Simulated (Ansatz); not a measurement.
# Changed inputs in constrained RPA: MnF3 (honeycomb trihalide sheet)

What does U in MnF3 (honeycomb trihalide sheet) depend on besides the window?

Program: Ansatz 0.2.0. Level of theory: constrained RPA on PBEsol, plane waves, PAW. Results are calculated unless marked as measured.

Report form: the programs' logs are mostly left out.

## (1) Starting point

The cell holds 8 atoms: 2 Mn and 6 F. Its edges and angles: a = 4.633 Å, b = 4.633 Å, c = 28.224 Å, α = 90.0°, β = 90.0°, γ = 120.0°. Vacuum lies along c.

The structure was relaxed with PBEsol. The structure was generated from a model, not taken from a measurement. The runs that relaxed it are not among those shown. The program's search for lower electronic states was switched off, so nothing shows that the state found is the lowest. The default PAW set here is soft_2. Its files were made with PBE. The Coulomb interaction is cut off across the vacuum.

## (2) Base: Mn t2g, bands v4 to c2, 6×6×1 mesh, medium accuracy

Constrained RPA screens the interaction with every transition except those inside the target bands, which a later many-body model would treat itself.

Contents of input.yaml:

```yaml
crystal:
  lattice:
    - [3.78313651, -1.89156826, 1.89156826]
    - [-1.89156826, -1.89156826, -3.78313651]
    - [16.295134, 16.295134, -16.295134]
  atoms:
    - { symbol: Mn, position: [0.3333333333, 0.6666666667, 0.32263322] }
    - { symbol: Mn, position: [0.6666666667, 0.3333333333, 0.32263322] }
    - { symbol: F, position: [0.3405321922, 0.0, 0.3610575295] }
    - { symbol: F, position: [0.0, 0.3405321922, 0.3610575295] }
    - { symbol: F, position: [0.6594678078, 0.6594678078, 0.3610575295] }
    - { symbol: F, position: [0.6594678078, 0.0, 0.2842089105] }
    - { symbol: F, position: [0.0, 0.6594678078, 0.2842089105] }
    - { symbol: F, position: [0.3405321922, 0.3405321922, 0.2842089105] }
  periodic: [true, true, false]
kpoints:
  mp_grid: { grid: [6, 6, 1] }
hamiltonian:
  xc: pbesol
scf:
  occupations: { method: gaussian, width: 0.08 }
  n_extra_bands: 24
  max_iter: 150
  lower_state_search: "off"
output:
  crpa:
    kmesh: [6, 6, 1]
    target_bands: [v4, c2]
    projections: [{ species: Mn, l: d, shell: 3, orbitals: [dxz, dyz, dxy] }]
  local_orbitals:
    kmesh: [12, 12, 1]
    orbitals: [{ species: Mn, l: d, shell: 3, orbitals: [dxz, dyz, dxy] }]
    window: { bands: [v4, c2] }
    seedname: lo
```

Started as:

```bash
> ansatz run input.yaml --threads 4 --pin off --max-ram 14745MiB --backend cpu --events-out ev --progress --plain --runs-dir out
```

Elapsed: 24 min, on 4 threads of Arm Neoverse V1, shared host; peak memory 3.2 GiB.

Numbers from this step:

```
U                                                 : 6.685 eV
U prime (inter-orbital)                           : 5.554 eV
J                                                 : 0.5257 eV
bare V                                            : 19.81 eV
bare J                                            : 0.7080 eV
stated bound on U                                 : 0.01208 eV
U over bare V                                     : 0.3374
electrons in the window                           : 8.000
head of the constrained inverse dielectric matrix : 0.8274
least eigenvalue of the projection's overlap      : 0.7540
target functions                                  : 6
bands in the sums                                 : 76
r.m.s. miss of the model bands                    : 6.80e-6 eV
width of the target bands                         : 1.074 eV
weight of the projected orbitals in the window    : 0.8509
```

On the Mn t2g shell, screening brings the on-site interaction from 19.8 eV down to U = 6.68 eV.

## (3) Changed: 3×3×1 mesh

input.yaml: that of step 2 with these lines changed.

```diff
@@ -26,9 +26,4 @@
   crpa:
-    kmesh: [6, 6, 1]
+    kmesh: [3, 3, 1]
     target_bands: [v4, c2]
     projections: [{ species: Mn, l: d, shell: 3, orbitals: [dxz, dyz, dxy] }]
-  local_orbitals:
-    kmesh: [12, 12, 1]
-    orbitals: [{ species: Mn, l: d, shell: 3, orbitals: [dxz, dyz, dxy] }]
-    window: { bands: [v4, c2] }
-    seedname: lo
```

Elapsed: 3.2 min, on 4 threads; peak memory 2.8 GiB.

Numbers from this step:

- U: 6.704 eV
- U prime (inter-orbital): 5.573 eV
- J: 0.5259 eV
- bare V: 19.83 eV
- bare J: 0.7080 eV
- stated bound on U: 0.01455 eV
- U over bare V: 0.3380
- electrons in the window: 8
- head of the constrained inverse dielectric matrix: 0.7987
- least eigenvalue of the projection's overlap: 0.7547
- target functions: 6
- bands in the sums: 76
- width of the target bands: 1.074 eV
- weight of the projected orbitals in the window: 0.8509

On the Mn t2g shell, screening brings the on-site interaction from 19.8 eV down to U = 6.70 eV.

## (4) Changed: more bands than orbitals

input.yaml: that of step 3 with these lines changed.

```diff
@@ -26,4 +26,4 @@
   crpa:
-    kmesh: [3, 3, 1]
-    target_bands: [v4, c2]
+    kmesh: [6, 6, 1]
+    target_bands: [v4, c3]
     projections: [{ species: Mn, l: d, shell: 3, orbitals: [dxz, dyz, dxy] }]
```

Run time: 0.1 s. Hardware: 4 threads; peak memory 0.081 GiB.

The program refused the input before any cycle.

The program's message: “Error: invalid value for `output.crpa.projections`: 6 orbital(s) selected but the target window spans 7 band(s); name one orbital per band of it”

The fault put into this input: more bands than orbitals.

## (5) Changed: strain -3%

The cell differs from the one that the last finished run ended in (a 4.633 → 4.494 Å, b 4.633 → 4.494 Å).

input.yaml: that of step 4 with these lines changed.

```diff
@@ -2,4 +2,4 @@
   lattice:
-    - [3.78313651, -1.89156826, 1.89156826]
-    - [-1.89156826, -1.89156826, -3.78313651]
+    - [3.6696424147, -1.8348212122, 1.8348212122]
+    - [-1.8348212122, -1.8348212122, -3.6696424147]
     - [16.295134, 16.295134, -16.295134]
@@ -27,3 +27,8 @@
     kmesh: [6, 6, 1]
-    target_bands: [v4, c3]
+    target_bands: [v4, c2]
     projections: [{ species: Mn, l: d, shell: 3, orbitals: [dxz, dyz, dxy] }]
+  local_orbitals:
+    kmesh: [12, 12, 1]
+    orbitals: [{ species: Mn, l: d, shell: 3, orbitals: [dxz, dyz, dxy] }]
+    window: { bands: [v4, c2] }
+    seedname: lo
```

Elapsed: 24 min, on 4 threads; peak memory 3.1 GiB.

Numbers from this step:

```yaml
u: 6.805 eV
u_prime_inter_orbital: 5.684 eV
j: 0.5229 eV
bare_v: 19.68 eV
bare_j: 0.6996 eV
stated_bound_on_u: 0.01207 eV
u_over_bare_v: 0.3457
electrons_in_the_window: 8.000
head_of_the_constrained_inverse_dielectric_matrix: 0.8285
least_eigenvalue_of_the_projection_s_overlap: 0.7388
target_functions: 6
bands_in_the_sums: 76
r_m_s_miss_of_the_model_bands: 1.05e-5 eV
width_of_the_target_bands: 1.328 eV
weight_of_the_projected_orbitals_in_the_window: 0.8405
```

On the Mn t2g shell, screening brings the on-site interaction from 19.7 eV down to U = 6.81 eV.

## (6) Side by side

Times are wall times on 4 threads of Arm Neoverse V1, shared host, good to a factor of about two.

```tsv
run	bare V (eV)	U (eV)	J (eV)	bound on U (eV)	width (eV)	time
target window	19.81	6.685	0.526	0.0121	1.07	24 min
3×3×1 mesh	19.83	6.704	0.526	0.0146	1.07	3.2 min
strain -3%	19.68	6.805	0.523	0.0121	1.33	24 min
```

## (7) Summary of results

| Item | Value |
| --- | --- |
| target window | U 6.68 eV, J 0.53 eV |
| 3×3×1 mesh | U 6.70 eV, J 0.53 eV |
| strain -3% | U 6.81 eV, J 0.52 eV |

In words: 3×3×1 mesh moves U by +0.02 eV (within the solver's bounds, for the mean over orbitals) at 0.13 times the time. Strain -3% moves U by +0.12 eV. The printed bound covers the solver alone, not the mesh, and no denser mesh than the base was run. The parent state is non-magnetic and the interaction static (zero frequency); U depends on the window and the orbitals, so it belongs to this model alone. A model of the t2g bands alone assumes low spin; where the ion is high-spin, as for many Cr, Mn, Fe and Co compounds, the eg bands are needed too.

[Paths, hosts, dates, memory and timing lines, banners, echoed tables and standing remarks are left out of the program output.]

[Logs are printed without paths, hosts, clocks, repeated set-up lines and the standing remarks that a program may print on its own settings, such as how far it seeks lower states.]

[Runs of the session that timed out or met a known fault of the program may be left out.]

[Hosts, paths, dates, database ids (printed as entryN), source tags and the programs' standing remarks are cut or masked in the printed files.]
